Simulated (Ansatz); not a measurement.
# SrTiSe3 (built on the sites of a database entry of CaTiO3): phonons and vibrational spectra, part 2 of 2

Wanted: vibrations and spectra of SrTiSe3 (built on the sites of a database entry of CaTiO3); the cell is already relaxed. After the zone centre comes a 2×2×2 q mesh on a 6×6×6 k mesh.

Ansatz 0.2.0; DFT LDA, scalar-relativistic, plane waves, PAW.

So far. Step 2 (Linear response at the zone centre): Before it was imposed, the acoustic sum rule was missed by 2.2e-4 eV/Å². Small misses are needed for a sound result but don't prove that mesh and cutoff are converged. The lowest optical mode is imaginary, 22.8i cm⁻¹, so the energy falls along it.

The structure was built from a prototype and need not be the compound's stable phase.

## 3. The dispersion

Stability and thermal properties need the whole zone. Linear response on a 2×2×2 q mesh gives force constants as far as a supercell of that size would.

input.yaml reads:

```yaml
crystal:
  lattice:
    - [4.899528169, 0.0, 0.0]
    - [0.0, 4.899528169, 0.0]
    - [0.0, 0.0, 4.899528169]
  atoms:
    - { symbol: Sr, position: [0.0, 0.0, 0.0] }
    - { symbol: Ti, position: [0.5, 0.5, 0.5] }
    - { symbol: Se, position: [0.0, 0.5, 0.5] }
    - { symbol: Se, position: [0.5, 0.0, 0.5] }
    - { symbol: Se, position: [0.5, 0.5, 0.0] }
kpoints:
  mp_grid: { grid: [6, 6, 6] }
hamiltonian:
  xc: lda
scf:
  occupations: { method: methfessel_paxton, width: 0.15 }
output:
  eigenvalues: true
phonons:
  method: dfpt
  qmesh: [2, 2, 2]
  temperatures: { t_max: 1000, t_step: 50 }
  qpath:
    path:
      - [[0.0, 0.0, 0.0], [0.0, 0.5, 0.0], [0.5, 0.5, 0.0], [0.0, 0.0, 0.0], [0.5, 0.5, 0.5], [0.0, 0.5, 0.0]]
      - [[0.5, 0.5, 0.5], [0.5, 0.5, 0.0]]
    npoints: 10
```

Command:

```
> ansatz run input.yaml --threads 8 --pin off --max-ram 14336MiB --backend cpu --events-out ev --progress --plain --runs-dir out
```

Numbers of over 12 decimals in the logs are rounded to 6 here.

The program printed:

```text
[...]
Crystal: 5 atoms, lattice volume = 117.615 Å³
Basis set: ecut = 420 eV, 2325 PW (Γ), exchange–correlation on 72×72×72 points (8 copies of the dense FFT grid, shifted against one another)
Bands: 42, of which v1, the nominal top of the filled ones, is band 35 counted from 1 (34 counted from 0)
Symmetry: 48 space group operations
k-points: 20 of 216
[...]
SCF iter   1: F=—  HF=-22051.143897 eV  |F-HF|=—  |Δ(HF+E_count)|=         —  Δρ=4.70e-3  dr2=1.34e-2  ethr=1.77e-3  ⟨swp⟩=7.3  Hψ=3379  notcnv=0
[...]
SCF iter  10: F=-22051.143186 eV  HF=-22051.143186 eV  |F-HF|=1.09e-11  |Δ(HF+E_count)|=  5.82e-11  S|Δr|=    0.00e0  Δρ=7.18e-8  dr2=7.74e-12  ethr=1.00e-12  ⟨swp⟩=9.5  Hψ=4599  notcnv=0
SCF 1 converged in 10 iterations: F = -22051.143186 eV  dr2 = 7.74e-12
[...]
iter 1 solved again at ethr=4.14e-7 eV; its pass at ethr=3.10e-3 eV (dr2=2.90e-4 eV) is discarded
SCF iter   1: F=—  HF=-22051.143188 eV  |F-HF|=—  |Δ(HF+E_count)|=         —  Δρ=1.38e-6  dr2=2.39e-9  ethr=4.14e-7  ⟨swp⟩=3.5  Hψ=5428  notcnv=0
eigensolver tolerance schedule: the retry pair's looser diagonalisation over-reported the residual by 121229.69 of it (diagonalisation noise at an unbounded share of the residual, at the tolerance the schedule requests for it); recorded, not acted on — ethr = c·dr2/N_el stays at c = 1.0e-1
[...]
SCF iter   2: F=—  HF=-22051.143186 eV  |F-HF|=—  |Δ(HF+E_count)|=   1.82e-6  S|Δr|=    0.00e0  Δρ=6.89e-7  dr2=4.46e-10  ethr=3.42e-12  ⟨swp⟩=4.7  Hψ=2798  notcnv=0
[...]
SCF iter   6: F=-22051.143186 eV  HF=-22051.143186 eV  |F-HF|=0.00e0  |Δ(HF+E_count)|=  3.64e-12  S|Δr|=    0.00e0  Δρ=6.71e-8  dr2=5.97e-12  ethr=1.00e-12  ⟨swp⟩=1.9  Hψ=1940  notcnv=0
SCF 2 converged in 6 iterations: F = -22051.143186 eV  dr2 = 5.97e-12
phonons: the bands overlap, so this run is a metal and interpolates without the dipole-dipole term. If the crystal is really an insulator or semiconductor, its LO-TO splitting is missing
NSCF: frozen V_eff on 20 k-points
WARN: eigensolver did not converge (k=9): 1 band(s) unlocked after 20 sweeps at ethr=1.37e-12 eV (storage-precision floor; scheduled 1.00e-12 eV) (lowest unlocked band 41, counted from 0; max residual 1.10e-5 eV among the unlocked bands, 1.10e-5 eV over every band; other slots of this pass that fall short are told together in one closing line; warning suppressed until the next SCF loop or pass starts)
[...]
DFPT response loops at q = (0, 0, 0) (fractional): preconditioner auto → Kerker (q_TF=auto, 2.502 Å⁻¹) (partly filled bands, converged f_vac=0.006); β = 1.00, the filter's whole step (`scf.mixing.beta` (0.50) is not read by the response loops under this deck's `scf.mixing.preconditioner`; to damp them name `kerker` or `kerker_dos`, under which they read `scf.mixing.beta`, and type it under 1.00, their step now; both keys bind the ground state too); Broyden in place of MSR1
[...]
SCF converged after 10 iterations
[...]
Free energy (F): -22051.143186 eV
[...]
Internal energy: -22051.146279 eV  (E = F + TS)
E sigma→0 (E₀):  -22051.143959 eV
Entropy (-TS):   0.003093 eV (0.619 meV/atom)
Fermi energy:    9.657754 eV
[...]
--- Band table (eV; the first three rows and the last of 20) ---
  k-point 0: bands = [... 31 lower, 8.2728, 9.2052, 9.2052, 9.2052, 9.3916, 9.3916, 9.3916, 10.6225, ... 3 higher]
  k-point 1: bands = [... 31 lower, 7.9419, 8.3777, 9.0389, 9.0389, 9.2319, 10.0923, 10.0923, 10.6967, ... 3 higher]
  k-point 2: bands = [... 31 lower, 7.0951, 7.4480, 8.9142, 8.9142, 9.2873, 10.7545, 10.8538, 10.8538, ... 3 higher]
  k-point 19: bands = [... 31 lower, 5.9772, 9.9461, 9.9461, 9.9461, 11.1176, 11.1176, 11.1176, 11.6487, ... 3 higher]
--- Phonons (Γ-DFPT): 4 representative perturbations + reference (Σ response iterations 12) ---
  ASR residual: 2.151e-4 → 0.000e0 eV/Å²; symmetrization residual: 1.206e-5 eV/Å²
  ASR residual per site (eV/Å²): 2.15e-4 1.07e-5 1.12e-5 1.12e-5 1.12e-5
[...]
--- Phonons (arbitrary-q DFPT): 4 irreducible q on the 2×2×2 mesh ---
  q = [0.0000, 0.0000, 0.0000] (star 1, of the zone-centre solve; hermiticity 1.87e-6, symmetrization 5.33e-12): -22.78 -22.78 -22.78 0.00 0.00 0.00 38.16 38.16 38.16 64.12 64.12 64.12 268.84 268.84 268.84
  q = [0.0000, 0.0000, -0.5000] (star 3, 9 solved perturbations in 504 linear systems a pass and spin channel, the states on 64 of 216 k-point pairs; hermiticity 1.56e-6, symmetrization 4.89e-12): -26.12 -26.12 -3.59 -3.59 52.08 52.08 68.76 72.29 84.02 84.02 94.05 249.07 251.22 264.61 264.61
[...]
sum rule: each row above includes the acoustic sum rule's correction from the zone centre's row sums; it moved no ω² by more than (0.82 cm⁻¹)²
  mesh force constants: q→R imaginary residual 3.93e-18; ASR residual 2.151e-4 → 0.000e0 eV/Å²; symmetrization residual 1.243e-14 eV/Å²
  interpolated dispersion: 62 rows × 15 modes
  density of states and harmonic sums: on the 14×14×14 q-mesh, interpolated from the force constants of a 2×2×2 supercell (no non-analytic term)
  largest difference from the sums on the solved wave vectors: F 4.27e-1 eV, S 5.51e-4 and C_V 1.25e-4 eV/K
  zero-point energy: 0.099867 eV/cell   skipped modes (ω ≤ 0): 250, of them read as no rigid motion or as one in doubt: 247 (1.929e0 modes/cell left out, lowest -81.53 cm⁻¹)   left out of the sums: 1.29e-1 of the cell's modes: C_V's classical limit lies that fraction below 3 k_B per atom; for a crystal, a wire or a layer, F and S can be off by more, and a phonons.interpolated_qmesh denser along its periods is the remedy for the sampling
```

Wall time 97 s (8 threads of Arm Neoverse V2, shared host); peak memory 1.3 GiB.

Numbers from this step:

| Property | Result |
| --- | --- |
| sum-rule residual before enforcement | 2.15e-4 eV/Å² |
| lowest frequency on the path | -81.53 cm⁻¹ |
| highest frequency on the path or at a solved wavevector | 288.7 cm⁻¹ |
| lowest mode on the q mesh (acoustic modes at Γ apart) | -81.53 cm⁻¹ |

Frequencies (cm⁻¹) solved at each irreducible wavevector; negative means imaginary. Frequencies by wavevector, by row:

| q in reciprocal lattice units | star | mode 1 | mode 2 | mode 3 | mode 4 | mode 13 | mode 14 | mode 15 |
| --- | --- | --- | --- | --- | --- | --- | --- | --- |
| 0 0 0 | 1 | -22.8 | -22.8 | -22.8 | 0 | 268.8 | 268.8 | 268.8 |
| 0 0 -0.5 | 3 | -26.1 | -26.1 | -3.6 | -3.6 | 251.2 | 264.6 | 264.6 |
| 0 -0.5 -0.5 | 3 | -76.2 | -50.5 | 12.8 | 12.8 | 246.5 | 260.4 | 266.4 |
| -0.5 -0.5 -0.5 | 1 | -81.5 | -81.5 | -81.5 | 19.2 | 247 | 247 | 281.5 |

Interpolated from a 2×2×2 q mesh. Phonon branches along the path, in cm⁻¹:

| point | branch 1 | branch 2 | branch 3 | branch 4 | branch 12 | branch 13 | branch 14 | branch 15 |
| --- | --- | --- | --- | --- | --- | --- | --- | --- |
| Γ | -23 | -23 | -23 | 0 | 64 | 269 | 269 | 269 |
| halfway | -20 | -20 | 10 | 10 | 165 | 267 | 267 | 270 |
| X | -26 | -26 | -4 | -4 | 249 | 251 | 265 | 265 |
| halfway | -44 | -38 | 10 | 18 | 228 | 248 | 263 | 274 |
| M | -76 | -50 | 13 | 13 | 246 | 246 | 260 | 266 |
| halfway | -29 | -24 | 13 | 32 | 168 | 255 | 265 | 278 |
| Γ | -23 | -23 | -23 | 0 | 64 | 269 | 269 | 269 |
| halfway | -34 | -29 | -29 | 16 | 172 | 251 | 251 | 286 |
| R | -82 | -82 | -82 | 19 | 247 | 247 | 247 | 282 |
| halfway | -52 | -40 | -32 | 10 | 216 | 247 | 247 | 286 |
| X | -26 | -26 | -4 | -4 | 249 | 251 | 265 | 265 |
| jump to R | -82 | -82 | -82 | 19 | 247 | 247 | 247 | 282 |
| halfway | -79 | -49 | -49 | 18 | 230 | 247 | 247 | 284 |
| M | -76 | -50 | 13 | 13 | 246 | 246 | 260 | 266 |

Tetrahedra on a 14×14×14 mesh, mean over bins of 5 cm-1. Interpolated from a 2×2×2 q mesh. The phonon density of states by wavenumber; read off at these points:

| wavenumber (cm⁻¹) | phonon density of states (1/cm⁻¹/cell) |
| --- | --- |
| -82 | 6.2e-4 |
| -68 | 0.0212 |
| -58 | 0.0213 |
| -42 | 0.0204 |
| -32 | 0.0240 |
| -18 | 0.0403 |
| -8 | 0.0341 |
| 8 | 0.0372 |
| 18 | 0.125 |
| 22 | 0.130 |
| 32 | 0.0657 |
| 48 | 0.0381 |
| 58 | 0.0545 |
| 72 | 0.0598 |
| 82 | 0.0580 |
| 98 | 0.0576 |
| 108 | 0.0577 |
| 118 | 0.0644 |
| 122 | 0.0642 |
| 132 | 0.0241 |
| 148 | 0.0183 |
| 158 | 0.0216 |
| 172 | 0.0132 |
| 188 | 0.00612 |
| 198 | 0.00762 |
| 212 | 0.0163 |
| 222 | 0.0268 |
| 238 | 0.00741 |
| 248 | 0.146 |
| 262 | 0.0824 |
| 272 | 0.0363 |
| 278 | 0.0673 |
| 288 | 0.0400 |

The partial phonon density of states has structure finer than the step of the table below, so its rows give means over 10 cm⁻¹, whole bins alone (the curve runs from -89.8 to 307 cm⁻¹). Peaks (cm⁻¹: height): Se -49.9: 0.0373, 54.9: 0.0617, 82.4: 0.0637, 94.9: 0.0551, 119.8: 0.0632, 262.1: 0.0466, 279.6: 0.0437; Sr 22.5: 0.100; Ti 119.8: 0.0149, 247.1: 0.0924.

Phonopy on the run's constants, 11x11x11 mesh, Gaussian sigma 2.8 cm-1. Interpolated from a 2×2×2 q mesh. The partial phonon density of states by wavenumber; means over each step; values in 1/cm⁻¹/cell:

| wavenumber (cm⁻¹) | Se | Sr | Ti |
| --- | --- | --- | --- |
| -80 | 0.00821 | 0 | 0 |
| -70 | 0.0224 | 1.2e-5 | 1.2e-5 |
| -60 | 0.0151 | 3.9e-5 | 4.4e-5 |
| -50 | 0.0305 | 1.8e-4 | 0.00153 |
| -40 | 0.0130 | 1.9e-4 | 0.00293 |
| -30 | 0.00669 | 9.5e-4 | 0.00422 |
| -20 | 0.0207 | 0.0103 | 0.00401 |
| -10 | 0.0228 | 0.0191 | 0.00276 |
| 0 | 0.00716 | 0.0260 | 0.00166 |
| 10 | 0.0121 | 0.0477 | 0.00267 |
| 20 | 0.0223 | 0.0948 | 0.00557 |
| 30 | 0.0212 | 0.0548 | 0.00521 |
| 40 | 0.0270 | 0.0207 | 0.00306 |
| 50 | 0.0426 | 0.00912 | 0.00300 |
| 60 | 0.0549 | 0.00552 | 0.00807 |
| 70 | 0.0388 | 0.00159 | 0.00497 |
| 80 | 0.0531 | 0.00294 | 0.00766 |
| 90 | 0.0461 | 0.00123 | 0.00702 |
| 100 | 0.0460 | 2.3e-4 | 0.00474 |
| 110 | 0.0518 | 4.2e-4 | 0.00509 |
| 120 | 0.0590 | 0.00163 | 0.0117 |
| 130 | 0.0304 | 2.1e-4 | 0.00705 |
| 140 | 0.00888 | 1.0e-4 | 0.00312 |
| 150 | 0.0183 | 7.5e-4 | 0.00770 |
| 160 | 0.0116 | 3.3e-4 | 0.00321 |
| 170 | 0.0140 | 2.4e-4 | 0.00676 |
| 180 | 0.00336 | 8.2e-5 | 0.00456 |
| 190 | 1.1e-4 | 5.0e-6 | 2.3e-4 |
| 200 | 0.00445 | 8.1e-5 | 0.00576 |
| 210 | 0.00766 | 1.1e-4 | 0.0102 |
| 220 | 0.00969 | 8.6e-5 | 0.0102 |
| 230 | 0.00890 | 7.4e-5 | 0.00947 |
| 240 | 0.00663 | 1.6e-4 | 0.0267 |
| 250 | 0.0241 | 3.2e-4 | 0.0630 |
| 260 | 0.0405 | 2.2e-5 | 0.0261 |
| 270 | 0.0310 | 4.1e-5 | 0.0136 |
| 280 | 0.0415 | 1.0e-4 | 0.0126 |
| 290 | 0.0169 | 3.2e-5 | 0.00392 |
| 300 | 9.1e-5 | 0 | 2.0e-5 |

Symmetry leaves 4 wavevectors to solve. The lowest mode among them, the acoustic zeros apart, lies at q = (-0.5, -0.5, -0.5) and is imaginary, 81.5i cm⁻¹, so the energy falls along it.

## 4. Another isotope, element Se, natural mass 78.971 amu

An isotope changes the mass and not the force constants, so no new electronic calculation is needed; the shifts show which modes move this element.

The same force constants with the mass of Se changed from 78.971 to 81.917 u (phonopy, no LO-TO term). Both lists are sorted by frequency; levels can cross, so a row need not hold one and the same mode. Modes under 3 cm⁻¹ are left out. Isotope shifts, by row, the first 40 of 57 rows:

| q | rank | natural mass (cm⁻¹) | changed mass (cm⁻¹) |
| --- | --- | --- | --- |
| 0 0 0 | 1 | -22.78 | -22.71 |
| 0 0 0 | 2 | -22.78 | -22.71 |
| 0 0 0 | 3 | -22.78 | -22.71 |
| 0 0 0 | 7 | 38.16 | 37.47 |
| 0 0 0 | 8 | 38.16 | 37.47 |
| 0 0 0 | 9 | 38.16 | 37.47 |
| 0 0 0 | 10 | 64.12 | 63.5 |
| 0 0 0 | 11 | 64.12 | 63.5 |
| 0 0 0 | 12 | 64.12 | 63.5 |
| 0 0 0 | 13 | 268.8 | 265.6 |
| 0 0 0 | 14 | 268.8 | 265.6 |
| 0 0 0 | 15 | 268.8 | 265.6 |
| 0 0 -0.5 | 1 | -26.12 | -25.89 |
| 0 0 -0.5 | 2 | -26.12 | -25.89 |
| 0 0 -0.5 | 3 | -3.59 | -3.59 |
| 0 0 -0.5 | 4 | -3.59 | -3.59 |
| 0 0 -0.5 | 5 | 52.08 | 51.28 |
| 0 0 -0.5 | 6 | 52.08 | 51.28 |
| 0 0 -0.5 | 7 | 68.76 | 67.51 |
| 0 0 -0.5 | 8 | 72.29 | 72.28 |
| 0 0 -0.5 | 9 | 84.02 | 82.5 |
| 0 0 -0.5 | 10 | 84.02 | 82.5 |
| 0 0 -0.5 | 11 | 94.05 | 92.37 |
| 0 0 -0.5 | 12 | 249.1 | 246.7 |
| 0 0 -0.5 | 13 | 251.2 | 249 |
| 0 0 -0.5 | 14 | 264.6 | 261.4 |
| 0 0 -0.5 | 15 | 264.6 | 261.4 |
| 0 -0.5 -0.5 | 1 | -76.18 | -74.8 |
| 0 -0.5 -0.5 | 2 | -50.49 | -50.2 |
| 0 -0.5 -0.5 | 3 | 12.82 | 12.82 |
| 0 -0.5 -0.5 | 4 | 12.82 | 12.82 |
| 0 -0.5 -0.5 | 5 | 26.04 | 26.04 |
| 0 -0.5 -0.5 | 6 | 77.48 | 76.11 |
| 0 -0.5 -0.5 | 7 | 77.48 | 76.11 |
| 0 -0.5 -0.5 | 8 | 84.53 | 83 |
| 0 -0.5 -0.5 | 9 | 84.53 | 83 |
| 0 -0.5 -0.5 | 10 | 131.7 | 129.3 |
| 0 -0.5 -0.5 | 11 | 173.4 | 170.2 |
| 0 -0.5 -0.5 | 12 | 246.5 | 246.5 |
| 0 -0.5 -0.5 | 13 | 246.5 | 246.5 |

A mode of this element alone would shift by -1.81 %. The highest zone-centre frequency without the field goes from 268.8 to 265.6 cm⁻¹ (-1.2 %).

## 5. Isotope substitution, element Sr, natural mass 87.62 amu

The same for Sr, from 87.62 to 85.91 u.

A mode of this element alone would shift by +0.99 %. The highest zone-centre frequency without the field goes from 268.8 to 268.8 cm⁻¹ (+0.0 %).

## 6. Another isotope, element Ti, natural mass 47.867 amu

The same for Ti, from 47.87 to 49.94 u.

The same force constants with the mass of Ti changed from 47.867 to 49.945 u (phonopy, no LO-TO term). Both lists are sorted by frequency; levels can cross, so a row need not hold one and the same mode. Modes under 3 cm⁻¹ are left out. Isotope shifts, by row, the first 40 of 57 rows:

| q | rank | natural mass (cm⁻¹) | changed mass (cm⁻¹) |
| --- | --- | --- | --- |
| 0 0 0 | 1 | -22.78 | -22.75 |
| 0 0 0 | 2 | -22.78 | -22.75 |
| 0 0 0 | 3 | -22.78 | -22.75 |
| 0 0 0 | 7 | 38.16 | 38.16 |
| 0 0 0 | 8 | 38.16 | 38.16 |
| 0 0 0 | 9 | 38.16 | 38.16 |
| 0 0 0 | 10 | 64.12 | 63.49 |
| 0 0 0 | 11 | 64.12 | 63.49 |
| 0 0 0 | 12 | 64.12 | 63.49 |
| 0 0 0 | 13 | 268.8 | 267 |
| 0 0 0 | 14 | 268.8 | 267 |
| 0 0 0 | 15 | 268.8 | 267 |
| 0 0 -0.5 | 1 | -26.12 | -25.83 |
| 0 0 -0.5 | 2 | -26.12 | -25.83 |
| 0 0 -0.5 | 3 | -3.59 | -3.59 |
| 0 0 -0.5 | 4 | -3.59 | -3.59 |
| 0 0 -0.5 | 5 | 52.08 | 51.9 |
| 0 0 -0.5 | 6 | 52.08 | 51.9 |
| 0 0 -0.5 | 7 | 68.76 | 68.76 |
| 0 0 -0.5 | 8 | 72.29 | 72.29 |
| 0 0 -0.5 | 9 | 84.02 | 84.02 |
| 0 0 -0.5 | 10 | 84.02 | 84.02 |
| 0 0 -0.5 | 11 | 94.05 | 94.02 |
| 0 0 -0.5 | 12 | 249.1 | 243.9 |
| 0 0 -0.5 | 13 | 251.2 | 251.2 |
| 0 0 -0.5 | 14 | 264.6 | 262.8 |
| 0 0 -0.5 | 15 | 264.6 | 262.8 |
| 0 -0.5 -0.5 | 1 | -76.18 | -76.18 |
| 0 -0.5 -0.5 | 2 | -50.49 | -49.75 |
| 0 -0.5 -0.5 | 3 | 12.82 | 12.82 |
| 0 -0.5 -0.5 | 4 | 12.82 | 12.82 |
| 0 -0.5 -0.5 | 5 | 26.04 | 26.04 |
| 0 -0.5 -0.5 | 6 | 77.48 | 77.46 |
| 0 -0.5 -0.5 | 7 | 77.48 | 77.46 |
| 0 -0.5 -0.5 | 8 | 84.53 | 84.53 |
| 0 -0.5 -0.5 | 9 | 84.53 | 84.53 |
| 0 -0.5 -0.5 | 10 | 131.7 | 131.7 |
| 0 -0.5 -0.5 | 11 | 173.4 | 173.4 |
| 0 -0.5 -0.5 | 12 | 246.5 | 241.5 |
| 0 -0.5 -0.5 | 13 | 246.5 | 241.5 |

A mode of this element alone would shift by -2.10 %. The highest zone-centre frequency without the field goes from 268.8 to 267.0 cm⁻¹ (-0.7 %).

## 7. Summary of results

```yaml
space_group_within_0p01_a: Pm-3m
volume_per_atom: 23.5 Å³
electronic_character: no gap on this mesh
highest_optical_mode_at_the_zone_centre_no_lo_to_term: 269 cm⁻¹
lowest_optical_zone_centre_mode: -22.8 cm⁻¹
lowest_mode_on_the_q_mesh_acoustic_modes_at_gamma_apart: -81.5 cm⁻¹
highest_frequency_on_the_path_or_at_a_solved_wavevector: 289 cm⁻¹
imaginary_modes_on_the_2x2x2_q_mesh: yes
```

Modes are clearly imaginary (beyond 10i cm⁻¹) at 4 of the 4 irreducible wavevectors, most at q = (-0.5, -0.5, -0.5) (81.5i cm⁻¹), so this structure is not a minimum of the energy. The optical modes at Γ span -23 to 269 cm⁻¹ (negative means imaginary). The highest mode in this list at Γ, 268.8 cm⁻¹, has its largest share on Se (66 % of the kinetic energy). With no gap, or one that is small against the smearing, the frequencies hang on the k mesh and the smearing, most of all near Kohn anomalies. A phonon run warned that its eigensolver left some bands unconverged in a pass. The starting cell was built on a prototype and not taken from a measurement, so the phase need not exist. These are harmonic frequencies at zero temperature: anharmonic shifts, linewidths and thermal expansion are left out.

[Logs are printed without paths, hosts, clocks, repeated set-up lines and the standing remarks that a program may print on its own settings, such as how far it seeks lower states.]

[Hosts, paths, dates, database ids (printed as entryN), source tags and the programs' standing remarks are cut or masked in the printed files.]
